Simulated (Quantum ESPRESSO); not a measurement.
# E(θ) between the sublattices of MnS (Browneite)

Aim: the energy of MnS (Browneite) as two sets of moments turn from parallel to opposed.

Calculated with Quantum ESPRESSO 7.5; LDA with U = 3.2 eV on Mn d (ortho-atomic projectors); plane waves with GBRV 1.5 LDA potentials, no spin-orbit coupling.

## (1) Starting point

Symmetry: F-43m, No. 216, cubic system. The conventional cell has a = 5.600 Å, b = 5.600 Å, c = 5.600 Å, α = 90.00°, β = 90.00°, γ = 90.00°. Mn has 4 S at 2.42 Å nearest. S has 4 Mn at 2.42 Å nearest. Farther neighbours and most contacts between anions are not listed.

Coordinates:

```cif
data_structure
_symmetry_space_group_name_H-M 'F-43m'
_symmetry_Int_Tables_number 216
_cell_length_a 5.6000
_cell_length_b 5.6000
_cell_length_c 5.6000
_cell_angle_alpha 90.000
_cell_angle_beta 90.000
_cell_angle_gamma 90.000
_cell_volume 175.62
loop_
_atom_site_label
_atom_site_type_symbol
_atom_site_symmetry_multiplicity
_atom_site_Wyckoff_symbol
_atom_site_fract_x
_atom_site_fract_y
_atom_site_fract_z
_atom_site_occupancy
Mn1 Mn 4 a 0.00000 0.00000 0.00000 1
S1 S 4 c 0.75000 0.75000 0.25000 1
```

The cell comes from the Crystallography Open Database.

## (2) The collinear order that defines the sublattices

Typed as antiferro q=(0,1/2,1/2) +-. The wavevector q is in fractions of the reciprocal vectors of the crystal's primitive cell, as the cells of these inputs are built from it; moments change sign between cells as cos(2π q·R).

File pw.in:

```
&CONTROL
  calculation = 'scf'
  prefix = 'pwscf'
  outdir = './tmp'
  pseudo_dir = './pseudo'
  disk_io = 'nowf'
/
&SYSTEM
  ibrav = 0
  celldm(1) = 8
  nat = 4
  ntyp = 3
  ecutwfc = 34
  ecutrho = 238
  nbnd = 30
  occupations = 'smearing'
  smearing = 'fd'
  degauss = 0.00734986
  nspin = 2
  starting_magnetization(1) = 0.3
  starting_magnetization(2) = -0.3
  starting_magnetization(3) = 0
/
&ELECTRONS
  conv_thr = 4d-08
  electron_maxstep = 150
  mixing_beta = 0.3
/
ATOMIC_SPECIES
Mn1    54.9380 mn_lda_v1.5.uspp.F.UPF
Mn2    54.9380 mn_lda_v1.5.uspp.F.UPF
S      32.0600 s_lda_v1.4.uspp.F.UPF
CELL_PARAMETERS alat
   0.0000000000000    0.6614041436190    0.6614041436190
   1.3228082872380    0.0000000000000    1.3228082872380
   1.3228082872380    0.6614041436190    0.6614041436190
ATOMIC_POSITIONS crystal
Mn1     0.0000000000    0.0000000000    0.0000000000
Mn2     0.0000000000    0.5000000000    0.0000000000
S       0.2500000000    0.0000000000    0.2500000000
S       0.2500000000    0.5000000000    0.2500000000
K_POINTS automatic
4 2 4 0 0 0
HUBBARD {ortho-atomic}
U Mn1-3d 3.2000
U Mn2-3d 3.2000
```

Run with:

```
$ OMP_NUM_THREADS=1 mpirun -n 4 pw.x -nk 4 -in pw.in > pw.out
```

What it wrote:

```text
Program PWSCF v.7.5 starts

     Message from routine setup:
     using ibrav=0 with symmetry is DISCOURAGED, use correct ibrav instead

     K-points division:     npool     =       4
     Subspace diagonalization in iterative solution of the eigenvalue problem:

     G-vector sticks info
     --------------------
     sticks:   dense  smooth     PW     G-vecs:    dense   smooth      PW
     Sum        1843    1043    325                36763    15735    2725

     Using Slab Decomposition

     bravais-lattice index     =            0
     lattice parameter (alat)  =       8.0000  a.u.
     unit-cell volume          =     592.5578 (a.u.)^3
     number of atoms/cell      =            4
     number of atomic types    =            3
     number of electrons       =        42.00
     number of Kohn-Sham states=           30
     kinetic-energy cutoff     =      34.0000  Ry
     charge density cutoff     =     238.0000  Ry
     scf convergence threshold =      4.0E-08
     mixing beta               =       0.3000
     number of iterations used =            8  plain     mixing
     Exchange-correlation=  SLA  PZ   NOGX NOGC
                           (   1   1   0   0   0   0   0)
     Hubbard projectors: ortho-atomic
     Hubbard parameters of DFT+U (Dudarev formulation) in eV:
     U(Mn1-3d) =  3.2000
     U(Mn2-3d) =  3.2000

     Internal variables: lda_plus_u =T, lda_plus_u_kind = 0

     Internal variables: orbital_resolved =F, hub_pot_fix =F, apply_U = F

     celldm(1)=   8.000000  celldm(2)=   0.000000  celldm(3)=   0.000000
     celldm(4)=   0.000000  celldm(5)=   0.000000  celldm(6)=   0.000000

     crystal axes: (cart. coord. in units of alat)
               a(1) = (   0.000000   0.661404   0.661404 )
               a(2) = (   1.322808   0.000000   1.322808 )
               a(3) = (   1.322808   0.661404   0.661404 )

     reciprocal axes: (cart. coord. in units 2 pi/alat)
               b(1) = ( -0.755967  0.755967  0.755967 )
               b(2) = (  0.000000 -0.755967  0.755967 )
               b(3) = (  0.755967  0.755967 -0.755967 )

     PseudoPot. # 1 for Mn read from file:
     mn_lda_v1.5.uspp.F.UPF
     Pseudo is Ultrasoft + core correction, Zval = 15.0
     Generated by new atomic code, or converted to UPF format
     Using radial grid of  859 points,  6 beta functions with:
                l(1) =   0
                l(2) =   0
                l(3) =   1
                l(4) =   1
                l(5) =   2
                l(6) =   2
     Q(r) pseudized with  8 coefficients,  rinner =    0.950   0.950   0.950
                                                       0.950   0.950

     PseudoPot. # 2 for Mn read from file:
     mn_lda_v1.5.uspp.F.UPF
     Pseudo is Ultrasoft + core correction, Zval = 15.0
     Generated by new atomic code, or converted to UPF format
     Using radial grid of  859 points,  6 beta functions with:
                l(1) =   0
                l(2) =   0
                l(3) =   1
                l(4) =   1
                l(5) =   2
                l(6) =   2
     Q(r) pseudized with  8 coefficients,  rinner =    0.950   0.950   0.950
                                                       0.950   0.950

     PseudoPot. # 3 for S  read from file:
     s_lda_v1.4.uspp.F.UPF
     Pseudo is Ultrasoft + core correction, Zval =  6.0
     Generated by new atomic code, or converted to UPF format
     Using radial grid of  907 points,  6 beta functions with:
                l(1) =   0
                l(2) =   0
                l(3) =   1
                l(4) =   1
                l(5) =   2
                l(6) =   2
     Q(r) pseudized with  8 coefficients,  rinner =    1.300   1.300   1.300
                                                       1.300   1.300

     atomic species   valence    mass     pseudopotential
     Mn1              15.00    54.93800     Mn( 1.00)
     Mn2              15.00    54.93800     Mn( 1.00)
     S                 6.00    32.06000     S ( 1.00)

     Starting magnetic structure
     atomic species   magnetization
     Mn1             0.300
     Mn2            -0.300
     S               0.000

      8 Sym. Ops. (no inversion) found

   Cartesian axes

     site n.     atom                  positions (alat units)
         1        Mn1    tau(   1) = (   0.0000000   0.0000000   0.0000000  )
         2        Mn2    tau(   2) = (   0.6614041   0.0000000   0.6614041  )
         3        S      tau(   3) = (   0.3307021   0.3307021   0.3307021  )
         4        S      tau(   4) = (   0.9921062   0.3307021   0.9921062  )

     number of k points=    10  Fermi-Dirac smearing, width (Ry)=  0.0073
                       cart. coord. in units 2pi/alat
        k(    1) = (   0.0000000   0.0000000   0.0000000), wk =   0.0312500
        k(    2) = (   0.1889919   0.1889919  -0.1889919), wk =   0.2500000
        k(    3) = (  -0.3779837  -0.3779837   0.3779837), wk =   0.0625000
        k(    4) = (  -0.0000000   0.3779837  -0.3779837), wk =   0.0625000
        k(    5) = (  -0.3779837   0.0000000   0.0000000), wk =   0.0312500
        [... 5 further k-points ...]

     Dense  grid:    36763 G-vectors     FFT dimensions: (  40,  75,  64)

     Smooth grid:    15735 G-vectors     FFT dimensions: (  27,  60,  50)

     Check: negative core charge=   -0.000019
     Generating pointlists ...
     new r_m :   0.2363 (alat units)  1.8902 (a.u.) for type    1
     new r_m :   0.2363 (alat units)  1.8902 (a.u.) for type    2
     new r_m :   0.2363 (alat units)  1.8902 (a.u.) for type    3

     Initial potential from superposition of free atoms

     starting charge      40.9998, renormalised to      42.0000

     STARTING HUBBARD OCCUPATIONS:

     =================== HUBBARD OCCUPATIONS ===================
     ------------------------ ATOM    1 ------------------------
     Tr[ns(  1)] (up, down, total) =   5.00000  0.00000  5.00000
     Atomic magnetic moment for atom   1 =   5.00000
     [... lines left out ...]
     ------------------------ ATOM    2 ------------------------
     Tr[ns(  2)] (up, down, total) =   0.00000  5.00000  5.00000
     Atomic magnetic moment for atom   2 =  -5.00000
     [... lines left out ...]
     Number of occupied Hubbard levels =   10.0000

     Atomic wfc used for Hubbard projectors are orthogonalized

     Starting wfcs are   34 randomized atomic wfcs

     Self-consistent Calculation

     iteration #  1     ecut=    34.00 Ry     beta= 0.30
     Davidson diagonalization with overlap
     ethr =  1.00E-02,  avg # of iterations =  4.7

     =================== HUBBARD OCCUPATIONS ===================
     ------------------------ ATOM    1 ------------------------
     Tr[ns(  1)] (up, down, total) =   4.77852  0.20352  4.98205
     Atomic magnetic moment for atom   1 =   4.57500
     [... lines left out ...]
     ------------------------ ATOM    2 ------------------------
     Tr[ns(  2)] (up, down, total) =   0.20371  4.77940  4.98311
     Atomic magnetic moment for atom   2 =  -4.57569
     [... lines left out ...]
     Number of occupied Hubbard levels =    9.9652

     total energy              =    -470.29969079 Ry
     estimated scf accuracy    <       1.08263585 Ry

     total magnetization       =    -0.00 Bohr mag/cell
     absolute magnetization    =     9.36 Bohr mag/cell

     iteration #  2     ecut=    34.00 Ry     beta= 0.30
     Davidson diagonalization with overlap
     ethr =  2.58E-03,  avg # of iterations =  2.0

     total energy              =    -470.50130209 Ry
     estimated scf accuracy    <       0.04101254 Ry

     total magnetization       =    -0.00 Bohr mag/cell
     absolute magnetization    =     9.40 Bohr mag/cell

     iteration #  3     ecut=    34.00 Ry     beta= 0.30
     Davidson diagonalization with overlap
     ethr =  9.76E-05,  avg # of iterations =  6.6

     negative rho (up, down):  0.000E+00 1.979E-04

     total energy              =    -470.51159924 Ry
     estimated scf accuracy    <       0.02352712 Ry

     total magnetization       =     0.00 Bohr mag/cell
     absolute magnetization    =     9.36 Bohr mag/cell

     [... further iterations left out ...]

     iteration #  9     ecut=    34.00 Ry     beta= 0.30
     Davidson diagonalization with overlap
     ethr =  1.78E-08,  avg # of iterations =  2.0

     negative rho (up, down):  0.000E+00 2.711E-04

     total energy              =    -470.51545198 Ry
     estimated scf accuracy    <       0.00000030 Ry

     total magnetization       =    -0.00 Bohr mag/cell
     absolute magnetization    =     9.42 Bohr mag/cell

     iteration # 10     ecut=    34.00 Ry     beta= 0.30
     Davidson diagonalization with overlap
     ethr =  7.18E-10,  avg # of iterations =  4.0

     negative rho (up, down):  0.000E+00 2.710E-04

     total energy              =    -470.51545216 Ry
     estimated scf accuracy    <       0.00000008 Ry

     total magnetization       =     0.00 Bohr mag/cell
     absolute magnetization    =     9.42 Bohr mag/cell

     iteration # 11     ecut=    34.00 Ry     beta= 0.30
     Davidson diagonalization with overlap
     ethr =  1.95E-10,  avg # of iterations =  2.0

     negative rho (up, down):  0.000E+00 2.710E-04

     total energy              =    -470.51545212 Ry
     estimated scf accuracy    <       0.00000012 Ry

     total magnetization       =     0.00 Bohr mag/cell
     absolute magnetization    =     9.42 Bohr mag/cell

     iteration # 12     ecut=    34.00 Ry     beta= 0.30
     Davidson diagonalization with overlap
     ethr =  1.95E-10,  avg # of iterations =  2.0

     negative rho (up, down):  0.000E+00 2.709E-04

     Magnetic moment per site  (integrated on atomic sphere of radius R)
     atom   1 (R=0.236)  charge= 12.9325  magn=  4.2025
     atom   2 (R=0.236)  charge= 12.9325  magn= -4.2025
     atom   3 (R=0.236)  charge=  4.2072  magn= -0.0000
     atom   4 (R=0.236)  charge=  4.2072  magn= -0.0000

     End of self-consistent calculation

     =================== HUBBARD OCCUPATIONS ===================
     ------------------------ ATOM    1 ------------------------
     Tr[ns(  1)] (up, down, total) =   4.93268  0.37539  5.30807
     Atomic magnetic moment for atom   1 =   4.55728
     [... lines left out ...]
     ------------------------ ATOM    2 ------------------------
     Tr[ns(  2)] (up, down, total) =   0.37540  4.93268  5.30808
     Atomic magnetic moment for atom   2 =  -4.55728
     [... lines left out ...]
     Number of occupied Hubbard levels =   10.6161

     [... lines left out ...]
     the Fermi energy is     7.0680 ev

!    total energy              =    -470.51545215 Ry
     estimated scf accuracy    <          3.5E-09 Ry
     smearing contrib. (-TS)   =      -0.00000037 Ry
     internal energy E=F+TS    =    -470.51545178 Ry

     The total energy is F=E-TS. E is the sum of the following terms:
     one-electron contribution =    -316.30416179 Ry
     hartree contribution      =     168.61510002 Ry
     xc contribution           =     -69.48480383 Ry
     ewald contribution        =    -253.43760864 Ry
     Hubbard energy            =       0.09602246 Ry

     total magnetization       =     0.00 Bohr mag/cell
     absolute magnetization    =     9.42 Bohr mag/cell

     convergence has been achieved in  12 iterations

=------------------------------------------------------------------------------=
   JOB DONE.
=------------------------------------------------------------------------------=
```

Elapsed: 13 s, on 4 MPI ranks of Arm Neoverse V2, shared host; peak memory 0.45 GiB.

Spin moment in the atom's sphere by atom:

| atom | spin moment in the atom's sphere (μB) |
| --- | --- |
| Mn1 | 4.20 |
| Mn2 | -4.20 |
| S3 | 0.00 |
| S4 | 0.00 |

Numbers from this step:

```
smearing term TS       : 5.10e-6 eV
magnetization          : 0 μB
absolute magnetization : 9.423 μB
final state            : antiferromagnetic
```

## (3) The parallel state in the same cell

This run has no penalty. It is needed because the penalty of the later runs acts on every atom: an induced moment is typed with its parallel value times cos(θ/2) along z and its opposed value times sin(θ/2) along x, rounded to 0.01 μB.

File pw.in:

```
&CONTROL
  calculation = 'scf'
  prefix = 'pwscf'
  outdir = './tmp'
  pseudo_dir = './pseudo'
  disk_io = 'nowf'
/
&SYSTEM
  ibrav = 0
  celldm(1) = 8
  nat = 4
  ntyp = 2
  ecutwfc = 34
  ecutrho = 238
  nbnd = 34
  occupations = 'smearing'
  smearing = 'fd'
  degauss = 0.00734986
  nspin = 2
  starting_magnetization(1) = 0.3
  starting_magnetization(2) = 0
/
&ELECTRONS
  conv_thr = 4d-08
  electron_maxstep = 150
  mixing_beta = 0.3
/
ATOMIC_SPECIES
Mn     54.9380 mn_lda_v1.5.uspp.F.UPF
S      32.0600 s_lda_v1.4.uspp.F.UPF
CELL_PARAMETERS alat
   0.0000000000000    0.6614041436190    0.6614041436190
   1.3228082872380    0.0000000000000    1.3228082872380
   1.3228082872380    0.6614041436190    0.6614041436190
ATOMIC_POSITIONS crystal
Mn      0.0000000000    0.0000000000    0.0000000000
Mn      0.0000000000    0.5000000000    0.0000000000
S       0.2500000000    0.0000000000    0.2500000000
S       0.2500000000    0.5000000000    0.2500000000
K_POINTS automatic
4 2 4 0 0 0
HUBBARD {ortho-atomic}
U Mn-3d 3.2000
```

What it wrote:

```text
     [... lines left out ...]
Program PWSCF v.7.5 starts
     [... lines left out ...]
     number of atoms/cell      =            4
     [... lines left out ...]
     number of electrons       =        42.00
     number of Kohn-Sham states=           34
     kinetic-energy cutoff     =      34.0000  Ry
     charge density cutoff     =     238.0000  Ry
     scf convergence threshold =      4.0E-08
     [... lines left out ...]
      8 Sym. Ops. (no inversion) found
     [... lines left out ...]
     number of k points=    10  Fermi-Dirac smearing, width (Ry)=  0.0073
     [... lines left out ...]
     iteration # 10     ecut=    34.00 Ry     beta= 0.30
     [... lines left out ...]
     Magnetic moment per site  (integrated on atomic sphere of radius R)
     atom   1 (R=0.236)  charge= 12.9233  magn=  4.3016
     atom   2 (R=0.236)  charge= 12.9233  magn=  4.3016
     atom   3 (R=0.236)  charge=  4.2196  magn=  0.0926
     atom   4 (R=0.236)  charge=  4.2196  magn=  0.0926
     [... lines left out ...]
     Tr[ns(  1)] (up, down, total) =   4.95096  0.30831  5.25927
     [... lines left out ...]
     Tr[ns(  2)] (up, down, total) =   4.95096  0.30831  5.25926
     [... lines left out ...]
     the Fermi energy is     7.3086 ev
!    total energy              =    -470.49375481 Ry
     estimated scf accuracy    <          5.6E-09 Ry
     smearing contrib. (-TS)   =      -0.00026146 Ry
     [... lines left out ...]
     total magnetization       =     9.99 Bohr mag/cell
     absolute magnetization    =     9.99 Bohr mag/cell
     convergence has been achieved in  10 iterations
```

Wall time 11 s (4 MPI ranks); peak memory 0.45 GiB.

Spin moment in the atom's sphere by atom:

| atom | spin moment in the atom's sphere (μB) |
| --- | --- |
| Mn1 | 4.30 |
| Mn2 | 4.30 |
| S3 | 0.09 |
| S4 | 0.09 |

This step gave:

```
smearing term TS       : 0.003557 eV
magnetization          : 9.992 μB
absolute magnetization : 9.992 μB
final state            : ferromagnetic
```

[end of part 1 of 2]

[Logs and program files are shortened in this print: banners, set-up blocks, solver, clock and traceback lines can be left out without a mark of their own.]

[Logs are printed without paths, hosts, clocks, repeated set-up lines and the standing remarks that a program may print on its own settings, such as how far it seeks lower states.]

[Hosts, paths, dates, database ids (printed as entryN), source tags and the programs' standing remarks are cut or masked in the printed files.]

[Where a cell is said to come from a database of computed structures, the database is the Materials Project.]
